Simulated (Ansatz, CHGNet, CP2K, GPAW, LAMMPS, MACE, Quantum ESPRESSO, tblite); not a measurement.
# Amorphous Ge (61 atoms) in CP2K, part 3 of 3

Aim: run amorphous Ge (61 atoms) in CP2K and see how near its forces come to a plane-wave reference, and at what cost.

Program: CP2K 2026.2; the method stands at each step. Banners, paths, timers and routine set-up lines are dropped from the logs unmarked, and long logs keep their key lines alone; longer cuts are marked.

So far. Step 6 (PBE+rVV10L, DZVP-UZH, 350/50 Ry, diagonalisation): Against the first run (6.2 %), the force difference from the reference is 7.7 %, at 2.1 times the CPU time; the model has changed, so this is no error of the program alone. Step 7 (PBE, DZVP-UZH, 244/50 Ry, diagonalisation): Against the first run (6.2 %), the force difference from the reference is 6.2 %, at 0.87 times the CPU time: the change moves forces by under 0.01 meV/Å r.m.s., so most of the difference comes from elsewhere.

## (8) revPBE, PBE potentials, DZVP-UZH, 350/50 Ry, diagonalisation

Method: Kohn-Sham DFT, revPBE, GTH-PBE pseudopotentials, Gaussian and plane waves, DZVP-MOLOPT (UZH set), diagonalisation.

Contents of input.inp:

```
&GLOBAL
  PROJECT cell
  RUN_TYPE ENERGY_FORCE
  PRINT_LEVEL LOW
&END GLOBAL
&FORCE_EVAL
  METHOD QS
  STRESS_TENSOR ANALYTICAL
  &DFT
    BASIS_SET_FILE_NAME BASIS_MOLOPT_UZH
    POTENTIAL_FILE_NAME POTENTIAL_UZH
    &MGRID
      CUTOFF 350
      REL_CUTOFF 50
    &END MGRID
    &QS
      EPS_DEFAULT 1.0E-12
    &END QS
    &SCF
      SCF_GUESS ATOMIC
      EPS_SCF 1.0E-06
      MAX_SCF 200
      ADDED_MOS 27
      &DIAGONALIZATION
        ALGORITHM STANDARD
      &END DIAGONALIZATION
      &SMEAR ON
        METHOD FERMI_DIRAC
        ELECTRONIC_TEMPERATURE [K] 580
      &END SMEAR
      &MIXING
        METHOD BROYDEN_MIXING
        ALPHA 0.15
        NBROYDEN 8
      &END MIXING
      &PRINT
        &RESTART OFF
        &END RESTART
      &END PRINT
    &END SCF
    &XC
      &XC_FUNCTIONAL
        &PBE
          PARAMETRIZATION REVPBE
        &END PBE
      &END XC_FUNCTIONAL
    &END XC
    &PRINT
      &MULLIKEN ON
      &END MULLIKEN
      &HIRSHFELD ON
        SHAPE_FUNCTION DENSITY
      &END HIRSHFELD
      &MO ON
        EIGENVALUES T
        OCCUPATION_NUMBERS T
        MO_INDEX_RANGE 111 134
        &EACH
          QS_SCF 0
        &END EACH
        ADD_LAST NUMERIC
      &END MO
    &END PRINT
  &END DFT
  &SUBSYS
    &CELL
      A 11.20750 0.00000 0.00000
      B 0.00000 11.20750 0.00000
      C 0.00000 0.00000 11.20750
    &END CELL
    &COORD
[... 61 atom lines left out: the same atoms as in the first run ...]
    &END COORD
    &KIND Ge
      BASIS_SET DZVP-MOLOPT-PBE-GTH-q4
      POTENTIAL GTH-PBE-q4
    &END KIND
  &END SUBSYS
  &PRINT
    &FORCES ON
    &END FORCES
    &STRESS_TENSOR ON
    &END STRESS_TENSOR
  &END PRINT
&END FORCE_EVAL
```

On the command line:

```bash
$ OMP_NUM_THREADS=2 cp2k.psmp -i input.inp > output.txt
```

Numbers of over 12 decimals in the logs are rounded to 6 here.

What it wrote:

```text
CP2K| version string:                                       CP2K version 2026.2
 CP2K| Input file name                                                 input.inp
 GLOBAL| Basis set file name                                    BASIS_MOLOPT_UZH
 GLOBAL| Potential file name                                       POTENTIAL_UZH
[... lines left out ...]
 Number of electrons:                                                        244
[... lines left out ...]
  Step     Update method      Time    Convergence         Total energy    Change
[... lines left out ...]
  *** SCF run converged in    20 steps ***
[... lines left out ...]
  Fermi energy:                                                 0.150951
  Total energy:                                              -239.254493
  Total energy (extrapolated to T->0):                       -239.251489
[... lines left out ...]
 MO| E(Fermi):            0.150951 a.u.          4.107577 eV
[... lines left out ...]
 ENERGY| Total FORCE_EVAL ( QS ) energy [hartree]           -239.254482
[... lines left out ...]
 FORCES|      1 -6.37433599E-03  1.75729966E-03  1.01030746E-02   1.20744514E-02
 FORCES|      2 -7.97617318E-03 -1.60783025E-03 -7.28745915E-03   1.09229812E-02
 FORCES|      3  2.82682952E-03 -1.41402569E-02  8.91190846E-03   1.69516944E-02
[...]
FORCES|     60  2.35004819E-03  1.89990269E-02  1.68958491E-02   2.55334186E-02
 FORCES|     61  4.49774357E-03  1.08716224E-02 -4.04975169E-03   1.24427634E-02
 FORCES| Sum    -8.67401971E-07  1.00586129E-07  1.25082463E-08
 FORCES| Total atomic force                                       8.73304189E-07
 STRESS| Analytical stress tensor [bar]
 STRESS|                        x                   y                   z
 STRESS|      x        4.25970208652E+04  -1.16149797939E+04   9.59292116085E+03
 STRESS|      y       -1.16149797939E+04   4.79200968813E+04  -1.31627472773E+04
 STRESS|      z        9.59292116085E+03  -1.31627472773E+04   7.89828238945E+04
 STRESS| 1/3 Trace                                             5.64999805470E+04
```

Elapsed: 80 s, on 2 threads of Arm Neoverse V2, shared host; peak memory 1.6 GiB.

Numbers from this run, and their distance from the reference:

```yaml
r_m_s_force_component: 0.442 eV/Å
r_m_s_difference_of_force_components: 28.77 meV/Å
longest_difference_of_force_vectors: 89.32 meV/Å
force_difference_over_r_m_s_force: 6.494 %
slope_of_forces_against_the_reference_s: 0.9958
correlation_of_force_components: 0.9979
pressure: 5.65 GPa
pressure_difference: 0.8473 GPa
```

Against the first run (6.2 %), the force difference from the reference is 6.5 %, at 1.0 times the CPU time; the model has changed, so this is no error of the program alone.

## (9) BLYP, DZVP-MOLOPT-SR, 350/50 Ry, diagonalisation

Method: Kohn-Sham DFT, BLYP, GTH-BLYP pseudopotentials, Gaussian and plane waves, DZVP-MOLOPT-SR-GTH, diagonalisation.

Edit input.inp of step 8 so:

```diff
@@ -9,4 +9,4 @@
   &DFT
-    BASIS_SET_FILE_NAME BASIS_MOLOPT_UZH
-    POTENTIAL_FILE_NAME POTENTIAL_UZH
+    BASIS_SET_FILE_NAME BASIS_MOLOPT
+    POTENTIAL_FILE_NAME GTH_POTENTIALS
     &MGRID
@@ -41,6 +41,3 @@
     &XC
-      &XC_FUNCTIONAL
-        &PBE
-          PARAMETRIZATION REVPBE
-        &END PBE
+      &XC_FUNCTIONAL BLYP
       &END XC_FUNCTIONAL
@@ -74,4 +71,4 @@
     &KIND Ge
-      BASIS_SET DZVP-MOLOPT-PBE-GTH-q4
-      POTENTIAL GTH-PBE-q4
+      BASIS_SET DZVP-MOLOPT-SR-GTH-q4
+      POTENTIAL GTH-BLYP-q4
     &END KIND
```

What it wrote:

```text
CP2K| version string:                                       CP2K version 2026.2
 CP2K| Input file name                                                 input.inp
 GLOBAL| Basis set file name                                        BASIS_MOLOPT
 GLOBAL| Potential file name                                      GTH_POTENTIALS
[... lines left out ...]
 Number of electrons:                                                        244
[... lines left out ...]
  Step     Update method      Time    Convergence         Total energy    Change
[... lines left out ...]
  *** SCF run converged in    18 steps ***
[... lines left out ...]
  Fermi energy:                                                 0.165122
  Total energy:                                              -237.156334
  Total energy (extrapolated to T->0):                       -237.153436
[... lines left out ...]
 MO| E(Fermi):            0.165122 a.u.          4.493195 eV
[... lines left out ...]
 ENERGY| Total FORCE_EVAL ( QS ) energy [hartree]           -237.156341
[... lines left out ...]
 FORCES|      1 -9.49199729E-03  2.37021691E-03  9.71984335E-03   1.37909860E-02
 FORCES|      2 -6.52597372E-03 -1.84050894E-03 -6.49627958E-03   9.39028511E-03
 FORCES|      3  9.87270837E-04 -1.58370937E-02  9.86354657E-03   1.86836236E-02
[...]
FORCES|     60  3.32566985E-03  1.87264389E-02  1.54614391E-02   2.45111341E-02
 FORCES|     61  5.43575766E-03  1.01087766E-02 -3.03360779E-03   1.18717143E-02
 FORCES| Sum     3.12037154E-06 -6.08859644E-07 -3.67896017E-07
 FORCES| Total atomic force                                       3.20043374E-06
 STRESS| Analytical stress tensor [bar]
 STRESS|                        x                   y                   z
 STRESS|      x        5.23391950439E+04  -1.19243219878E+04   9.91267834050E+03
 STRESS|      y       -1.19243219878E+04   5.76492345972E+04  -1.37384301876E+04
 STRESS|      z        9.91267834050E+03  -1.37384301876E+04   8.83199686412E+04
 STRESS| 1/3 Trace                                             6.61027994274E+04
```

Wall time 53 s (2 threads); peak memory 1.6 GiB.

Against the reference:

```yaml
r_m_s_force_component: 0.4257 eV/Å
r_m_s_difference_of_force_components: 96.28 meV/Å
longest_difference_of_force_vectors: 361.6 meV/Å
force_difference_over_r_m_s_force: 21.74 %
slope_of_forces_against_the_reference_s: 0.9382
correlation_of_force_components: 0.9762
pressure: 6.61 GPa
pressure_difference: 1.808 GPa
```

Against the first run (6.2 %), the force difference from the reference is 22 %, at 0.66 times the CPU time; the model has changed, so this is no error of the program alone.

## (10) PBE, DZVP-UZH, 175/50 Ry, diagonalisation

Method: Kohn-Sham DFT, PBE, GTH-PBE pseudopotentials, Gaussian and plane waves, DZVP-MOLOPT (UZH set), diagonalisation.

Edit input.inp of step 9 so:

```diff
@@ -9,6 +9,6 @@
   &DFT
-    BASIS_SET_FILE_NAME BASIS_MOLOPT
-    POTENTIAL_FILE_NAME GTH_POTENTIALS
+    BASIS_SET_FILE_NAME BASIS_MOLOPT_UZH
+    POTENTIAL_FILE_NAME POTENTIAL_UZH
     &MGRID
-      CUTOFF 350
+      CUTOFF 175
       REL_CUTOFF 50
@@ -41,3 +41,3 @@
     &XC
-      &XC_FUNCTIONAL BLYP
+      &XC_FUNCTIONAL PBE
       &END XC_FUNCTIONAL
@@ -67,8 +67,9 @@
     &END CELL
-    &COORD
-[... 61 atom lines left out: the same atoms as in the first run ...]
-    &END COORD
+    &TOPOLOGY
+      COORD_FILE_NAME structure.xyz
+      COORD_FILE_FORMAT XYZ
+    &END TOPOLOGY
     &KIND Ge
-      BASIS_SET DZVP-MOLOPT-SR-GTH-q4
-      POTENTIAL GTH-BLYP-q4
+      BASIS_SET DZVP-MOLOPT-PBE-GTH-q4
+      POTENTIAL GTH-PBE-q4
     &END KIND
```

Contents of structure.xyz:

```xyz
61

[... 61 atom lines left out: the same atoms as in the first run ...]
```

What it wrote:

```text
CP2K| version string:                                       CP2K version 2026.2
 CP2K| Input file name                                                 input.inp
 GLOBAL| Basis set file name                                    BASIS_MOLOPT_UZH
 GLOBAL| Potential file name                                       POTENTIAL_UZH
[... lines left out ...]
 Number of electrons:                                                        244
[... lines left out ...]
  Step     Update method      Time    Convergence         Total energy    Change
[... lines left out ...]
  *** SCF run converged in    19 steps ***
[... lines left out ...]
  Fermi energy:                                                 0.150405
  Total energy:                                              -239.070291
  Total energy (extrapolated to T->0):                       -239.067269
[... lines left out ...]
 MO| E(Fermi):            0.150405 a.u.          4.092731 eV
[... lines left out ...]
 ENERGY| Total FORCE_EVAL ( QS ) energy [hartree]           -239.070274
[... lines left out ...]
 FORCES|      1 -6.03859461E-03  1.75050967E-03  1.03142705E-02   1.20794489E-02
 FORCES|      2 -8.11992178E-03 -1.58254553E-03 -7.38386496E-03   1.10886898E-02
 FORCES|      3  3.24251205E-03 -1.38395115E-02  8.67977875E-03   1.66548648E-02
[...]
FORCES|     60  2.06605379E-03  1.88811346E-02  1.69709648E-02   2.54711497E-02
 FORCES|     61  4.45525112E-03  1.08318616E-02 -4.24188537E-03   1.24568086E-02
 FORCES| Sum     5.38464629E-06 -1.43063697E-05 -1.42050453E-05
 FORCES| Total atomic force                                       2.08674373E-05
 STRESS| Analytical stress tensor [bar]
 STRESS|                        x                   y                   z
 STRESS|      x        4.00756330707E+04  -1.13465522138E+04   9.49643644929E+03
 STRESS|      y       -1.13465522138E+04   4.53612112186E+04  -1.29269397271E+04
 STRESS|      z        9.49643644929E+03  -1.29269397271E+04   7.64341754481E+04
 STRESS| 1/3 Trace                                             5.39570065791E+04
```

The job ended after 53 s (2 threads; peak memory 0.84 GiB; 99 s of CPU time).

Against the reference:

```yaml
r_m_s_force_component: 0.4433 eV/Å
r_m_s_difference_of_force_components: 27.59 meV/Å
longest_difference_of_force_vectors: 84.15 meV/Å
force_difference_over_r_m_s_force: 6.23 %
slope_of_forces_against_the_reference_s: 0.9989
correlation_of_force_components: 0.9981
pressure: 5.396 GPa
pressure_difference: 0.593 GPa
energy_less_the_same_level_run_s: 0.0008 meV/atom
r_m_s_force_difference_from_the_same_level_run: 0.189 meV/Å
```

This is a coarse setting, run to see what it loses.

Against the first run (6.2 %), the force difference from the reference is 6.2 %, at 0.72 times the CPU time: the change moves forces by 0.19 meV/Å r.m.s., so most of the difference comes from elsewhere.

## (11) A run with a doubtful setting

Edit input.inp of step 10 so:

```diff
@@ -12,3 +12,3 @@
     &MGRID
-      CUTOFF 175
+      CUTOFF 120
       REL_CUTOFF 50
@@ -21,3 +21,3 @@
       EPS_SCF 1.0E-06
-      MAX_SCF 200
+      MAX_SCF 60
       ADDED_MOS 27
```

structure.xyz is that of step 10.

What it wrote:

```text
CP2K| version string:                                       CP2K version 2026.2
 CP2K| Input file name                                                 input.inp
 GLOBAL| Basis set file name                                    BASIS_MOLOPT_UZH
 GLOBAL| Potential file name                                       POTENTIAL_UZH
[... lines left out ...]
 Number of electrons:                                                        244
[... lines left out ...]
  Step     Update method      Time    Convergence         Total energy    Change
[... lines left out ...]
  *** SCF run converged in    19 steps ***
[... lines left out ...]
  Fermi energy:                                                 0.150405
  Total energy:                                              -239.070272
  Total energy (extrapolated to T->0):                       -239.067250
[... lines left out ...]
 MO| E(Fermi):            0.150405 a.u.          4.092734 eV
[... lines left out ...]
 ENERGY| Total FORCE_EVAL ( QS ) energy [hartree]           -239.070255
[... lines left out ...]
 FORCES|      1 -6.04106730E-03  1.73742965E-03  1.03131686E-02   1.20778559E-02
 FORCES|      2 -8.10400073E-03 -1.57171199E-03 -7.38535648E-03   1.10764885E-02
 FORCES|      3  3.22666412E-03 -1.38345842E-02  8.68846972E-03   1.66522247E-02
[...]
FORCES|     60  2.05110432E-03  1.88828557E-02  1.69824211E-02   2.54788519E-02
 FORCES|     61  4.46608243E-03  1.08205960E-02 -4.22781771E-03   1.24461092E-02
 FORCES| Sum     2.61261492E-06  2.07982947E-05  1.13218471E-04
 FORCES| Total atomic force                                       1.15142594E-04
 STRESS| Analytical stress tensor [bar]
 STRESS|                        x                   y                   z
 STRESS|      x        4.00708844449E+04  -1.13465435416E+04   9.49643904258E+03
 STRESS|      y       -1.13465435416E+04   4.53580880473E+04  -1.29270153100E+04
 STRESS|      z        9.49643904258E+03  -1.29270153100E+04   7.64361738425E+04
 STRESS| 1/3 Trace                                             5.39550487782E+04
```

Wall time 48 s (2 threads); peak memory 0.65 GiB.

The change (cutoff 120 Ry) was meant as a doubtful one, but did little harm here.

Against the reference:

* r.m.s. difference of force components: 27.6 meV/Å
* longest difference of force vectors: 84.48 meV/Å
* force difference over r.m.s. force: 6.23 %
* slope of forces against the reference's: 0.9989
* correlation of force components: 0.9981
* energy less the same-level run's: 0.0092 meV/atom
* r.m.s. force difference from the same-level run: 0.478 meV/Å

## (12) The ladder

Differences are against the plane-wave reference, forces as r.m.s. over components; share is that over the reference's r.m.s. force, slope the least-squares factor from reference forces to these. Total energies of different programs have different zeros and aren't compared.

```csv
run,"Δ force, r.m.s. (meV/Å)",share (%),slope,Δ pressure (GPa),cores,CPU time,memory (GiB)
reference,-,-,-,-,4,2 min,2.1
"CP2K PBE, DZVP-UZH, 350/50 Ry, diagonalisation",27.6,6.23,0.999,0.593,2,2.3 min,1.6
"CP2K PBE, TZVP-MOLOPT (SR for Ge), 350/50 Ry, diagonalisation",19.9,4.49,0.998,0.485,4,2.1 min,3.0
"CP2K PBE, DZVP-MOLOPT (SR for Ge), 350/50 Ry, diagonalisation",24.1,5.43,0.992,0.830,2,89 s,1.6
"CP2K PBE, DZVP-UZH, 350/30 Ry, diagonalisation (coarse)",27.6,6.24,0.999,0.595,2,96 s,1.6
"CP2K PBE+rVV10L, DZVP-UZH, 350/50 Ry, diagonalisation",34.0,7.69,1.003,0.306,2,4.9 min,3.1
"CP2K PBE, DZVP-UZH, 244/50 Ry, diagonalisation (coarse)",27.6,6.23,0.999,0.593,2,2 min,1.2
"CP2K revPBE, PBE potentials, DZVP-UZH, 350/50 Ry, diagonalisation",28.8,6.49,0.996,0.847,2,2.4 min,1.6
"CP2K BLYP, DZVP-MOLOPT-SR, 350/50 Ry, diagonalisation",96.3,21.7,0.938,1.81,2,92 s,1.6
"CP2K PBE, DZVP-UZH, 175/50 Ry, diagonalisation (coarse)",27.6,6.23,0.999,0.593,2,99 s,0.84
```

Rows marked coarse were listed beforehand as settings not expected to be converged; some can still land near the reference.

CPU time is summed over cores on a shared host, where runs went side by side, so it is rough. Symmetry, cutoffs, thresholds, outputs and thread counts weren't matched or tuned between programs; memory under MPI is the largest rank's times the ranks.

Within one program, basis, potentials and functional, energies share a zero. Each run against its twin at the usual cutoff or grid and solver:

```csv
run,twin,Δ energy (meV/atom),"Δ force, r.m.s. (meV/Å)",CPU time over the twin's
"CP2K PBE, DZVP-UZH, 350/30 Ry, diagonalisation","DZVP-UZH, 350/50 Ry, diagonalisation",-0.0324,0.298,0.69
"CP2K PBE, DZVP-UZH, 244/50 Ry, diagonalisation","DZVP-UZH, 350/50 Ry, diagonalisation",-1.0e-4,0.009,0.87
"CP2K PBE, DZVP-UZH, 175/50 Ry, diagonalisation","DZVP-UZH, 350/50 Ry, diagonalisation",8.0e-4,0.189,0.72
```

Further runs of this program without a result: CP2K GFN1-xTB, diagonalisation (not converged).

## (13) Results

```json
{"nearest in forces": "CP2K PBE, TZVP-MOLOPT (SR for Ge), 350/50 Ry, diagonalisation, 4.5 %", "its CPU time": "2.1 min"}
```

In words: The PBE runs in local orbitals, coarse settings apart, differ by 4.5 % (CP2K PBE, TZVP-MOLOPT (SR for Ge), 350/50 Ry, diagonalisation) to 6.2 % (CP2K PBE, DZVP-UZH, 350/50 Ry, diagonalisation); basis, grid and potentials can all enter. Rows with another functional or a dispersion term differ by 6.5 % (CP2K revPBE, PBE potentials, DZVP-UZH, 350/50 Ry, diagonalisation) to 22 % (CP2K BLYP, DZVP-MOLOPT-SR, 350/50 Ry, diagonalisation), which mixes the change of model with differences of basis and potentials, some of them made for another functional. Runs with settings chosen to be coarse differ by 6.2 % in each run, their programs' other errors included. None of the electronic-structure runs in the table takes under half the reference's CPU time of 2 min; they take 0.76 to 2.5 times as much. The potentials hold different valence shells: 854 electrons in the reference, 244 in CP2K with DZVP-MOLOPT; this bears on time and differences. The quench rate of 6 K/ps is many orders above laboratory rates, so the cell is likely richer in defects and strain than a real sample. The network of bonds at the start is that of the classical potential that made the cell, and needn't be the one that DFT or experiment would give. The reference's stress is far from hydrostatic: its diagonal is 3.4, 3.9, 7.0 GPa, compression counted positive. The electronic-structure runs sample only Γ, in a cell whose shortest periodic width is 11 Å, which is coarse for a cell with partly filled levels.

[Also dropped from logs without a mark: logging warnings of Python, and SIESTA's first energy breakdown and zero terms.]

[Logs are printed without paths, hosts, clocks, repeated set-up lines and the standing remarks that a program may print on its own settings, such as how far it seeks lower states.]

[Hosts, paths, dates, database ids (printed as entryN), source tags and the programs' standing remarks are cut or masked in the printed files.]
